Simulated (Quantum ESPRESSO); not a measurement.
## BAs (F-43m): a worked LO-TO splitting

Wanted: the LO mode of BAs (F-43m) from the TO mode and the field response.

Program: Quantum ESPRESSO 7.5. Level of theory: DFT PBE, scalar-relativistic, plane waves, PseudoDojo norm-conserving pseudopotentials. Results are calculated unless marked as measured.

## 1. The relaxed structure

It takes space group F-43m (No. 216, cubic). Conventional cell: a = 4.809 Å, b = 4.809 Å, c = 4.809 Å, α = 90.00°, β = 90.00°, γ = 90.00°. Nearest to B lie 4 As at 2.08 Å. Nearest to As lie 4 B at 2.08 Å. Farther neighbours are not listed.

Coordinates:

```cif
data_structure
_symmetry_space_group_name_H-M 'P 1'
_symmetry_Int_Tables_number 1
_cell_length_a 3.4005
_cell_length_b 3.4005
_cell_length_c 3.4005
_cell_angle_alpha 60.000
_cell_angle_beta 60.000
_cell_angle_gamma 60.000
_cell_volume 27.80
loop_
_atom_site_label
_atom_site_type_symbol
_atom_site_fract_x
_atom_site_fract_y
_atom_site_fract_z
_atom_site_occupancy
B1 B 0.00000 0.00000 0.00000 1
As2 As 0.25000 0.25000 0.25000 1
```

This is the cell after its relaxation at this level of theory, not the database cell from which that began.

## 2. What the response run gave

A linear-response run on the relaxed cell, with the response to an electric field; only its zone-centre results are used. Cutoff 92 Ry, k mesh 12×12×12.

What it wrote:

```text
[banners, grids, parts of the stress and lines that vanish by symmetry left out]
Program PHONON v.7.5
     Reading xml data from directory:

[...]
Exchange-correlation= PBE
                           (   1   4   3   4   0   0   0)
[...]
kinetic-energy cut-off    =      92.0000  Ry
     charge density cut-off    =     368.0000  Ry
     convergence threshold     =      1.0E-18
[...]
Exchange-correlation= PBE
                           (   1   4   3   4   0   0   0)
[...]
q = (   0.0000000   0.0000000   0.0000000 )
     25 Sym.Ops. (with q -> -q+G )
     G cutoff =  769.8191  (  22227 G-vectors)     FFT grid: ( 40, 40, 40)
     number of k points=    72
[...]
Mode symmetry, T_d (-43m)  point group:
[...]
Dielectric constant
[...]
End of electric fields calculation
          Dielectric constant in cartesian axis
          (       9.827695540      -0.000000000      -0.000000000 )
          (      -0.000000000       9.827695540       0.000000000 )
          (      -0.000000000       0.000000000       9.827695540 )
          Effective charges (d Force / dE) in cartesian axis without acoustic sum rule applied (asr)
           atom    1  B     Mean Z*:       -0.45159
      Ex  (       -0.45159       -0.00000       -0.00000 )
      Ey  (       -0.00000       -0.45159        0.00000 )
      Ez  (       -0.00000        0.00000       -0.45159 )
           atom    2  As    Mean Z*:        0.44621
      Ex  (        0.44621        0.00000        0.00000 )
      Ey  (        0.00000        0.44621       -0.00000 )
      Ez  (        0.00000       -0.00000        0.44621 )
          Effective charges Sum: Mean:       -0.00538
[...]
Effective charges (d Force / dE) in cartesian axis with asr applied:
           atom    1  B     Mean Z*:       -0.44890
[...]
atom    2  As    Mean Z*:        0.44890
[...]
Representation #   1 modes #   1   2   3
[...]
End of self-consistent calculation
     Convergence has been achieved
     Representation #   2 modes #   4   5   6
[...]
End of self-consistent calculation
     Convergence has been achieved
[...]
Dielectric constant in cartesian axis
          (       9.827695540      -0.000000000      -0.000000000 )
          (      -0.000000000       9.827695540       0.000000000 )
          (      -0.000000000       0.000000000       9.827695540 )
          Effective charges (d Force / dE) in cartesian axis without acoustic sum rule applied (asr)
           atom    1  B     Mean Z*:       -0.45159
      Ex  (       -0.45159       -0.00000       -0.00000 )
      Ey  (       -0.00000       -0.45159        0.00000 )
      Ez  (       -0.00000        0.00000       -0.45159 )
           atom    2  As    Mean Z*:        0.44621
      Ex  (        0.44621        0.00000        0.00000 )
      Ey  (        0.00000        0.44621       -0.00000 )
      Ez  (        0.00000       -0.00000        0.44621 )
          Effective charges Sum: Mean:       -0.00538
[...]
Effective charges (d Force / dE) in cartesian axis with asr applied:
           atom    1  B     Mean Z*:       -0.44890
[...]
atom    2  As    Mean Z*:        0.44890
[...]
q = (    0.000000000   0.000000000   0.000000000 )
[...]
freq (    1) =      -0.108852 [THz] =      -3.630923 [cm-1]
     freq (    2) =      -0.108852 [THz] =      -3.630923 [cm-1]
     freq (    3) =      -0.108852 [THz] =      -3.630923 [cm-1]
     freq (    4) =      20.325838 [THz] =     677.996976 [cm-1]
     freq (    5) =      20.325838 [THz] =     677.996976 [cm-1]
     freq (    6) =      20.325838 [THz] =     677.996976 [cm-1]
[...]
Mode symmetry, T_d (-43m)  point group:
     freq (   1-   3) =         -3.6  [cm-1]   --> T_2  G_15 P_4   I+R
     freq (   4-   6) =        678.0  [cm-1]   --> T_2  G_15 P_4   I+R

   JOB DONE.
```

| quantity | value |
| --- | --- |
| cell volume Ω (Å³) | 27.803 |
| mass of B (u) | 10.810 |
| mass of As (u) | 74.922 |
| Born charge of B, raw (e) | -0.452 |
| Born charge of As, raw (e) | 0.446 |
| ε∞ | 9.828 |
| ω(TO) after the sum rule (cm⁻¹) | 678.0 |

## 3. The calculation

The charges must sum to zero over the cell; taking off their mean, -0.003 e, leaves Z* = -0.449 e on B. In the polar mode B moves against As, so the reduced mass is μ = 10.81 × 74.92 / 85.73 = 9.447 u.

A longitudinal wave builds up a field that adds to the restoring force: ω(LO)² = ω(TO)² + 4π Z*² / (μ Ω ε∞), in Hartree atomic units. With μ = 17221 electron masses and Ω = 187.63 bohr³ the second term is 7.9747e-08 Ha², or 3841 cm⁻² (1 Ha = 219474.6 cm⁻¹).

So ω(LO) = √(459684 + 3841) = 680.8 cm⁻¹, and by the Lyddane-Sachs-Teller relation ε₀ = ε∞ (ω(LO)/ω(TO))² = 9.91.

## 4. Check against the program

The analysis program adds the same non-analytic term to the full matrix, here for q along (1 0 0).

What it wrote:

```text
[banner, memory and clock lines left out]
Program DYNMAT v.7.5

     Reading Dynamical Matrix from file g.dyn
     ...Force constants read
     ...epsilon and Z* read

     Polarizability (A^3 units)
     multiply by 0.253642 for Clausius-Mossotti correction
        19.531327   -0.000000   -0.000000
        -0.000000   19.531327    0.000000
        -0.000000    0.000000   19.531327

     IR activities are in (D/A)^2/amu units

# mode   [cm-1]    [THz]      IR
    1      0.00    0.0000    0.0000
    2      0.00    0.0000    0.0000
    3      0.00    0.0000    0.0000
    4    678.00   20.3259    0.4921
    5    678.00   20.3259    0.4921
    6    680.83   20.4106    0.4921
```

ε₀ comes from the program's run without a direction of q.

| quantity | by hand | program |
| --- | --- | --- |
| ω(LO) (cm⁻¹) | 680.8 | 680.8 |
| ε₀ | 9.91 | 9.91 |

## 5. What came out

| Item | Value |
| --- | --- |
| TO mode | 678 cm⁻¹ |
| LO mode | 680.8 cm⁻¹ |
| static dielectric constant | 9.910 |

What this shows: The LO mode of BAs (F-43m) lies at 681 cm⁻¹, 3 cm⁻¹ above the TO mode; the formula meets the program within 0.1 cm⁻¹, as it must for a cubic crystal with one polar mode. ω(LO)² − ω(TO)² goes with Z*²/ε∞: an error of 5 % in ε∞ would move the LO mode by 0.1 cm⁻¹, and semilocal functionals tend to overestimate ε∞. These are harmonic values at zero temperature, at the volume of this functional, for the structure held cubic; stability elsewhere in the zone is no part of this calculation.

[Host names and launcher messages were left out of these logs when they were recorded.]

[Logs are printed without paths, hosts, clocks, repeated set-up lines and the standing remarks that a program may print on its own settings, such as how far it seeks lower states.]

[Hosts, paths, dates, database ids (printed as entryN), source tags and the programs' standing remarks are cut or masked in the printed files.]
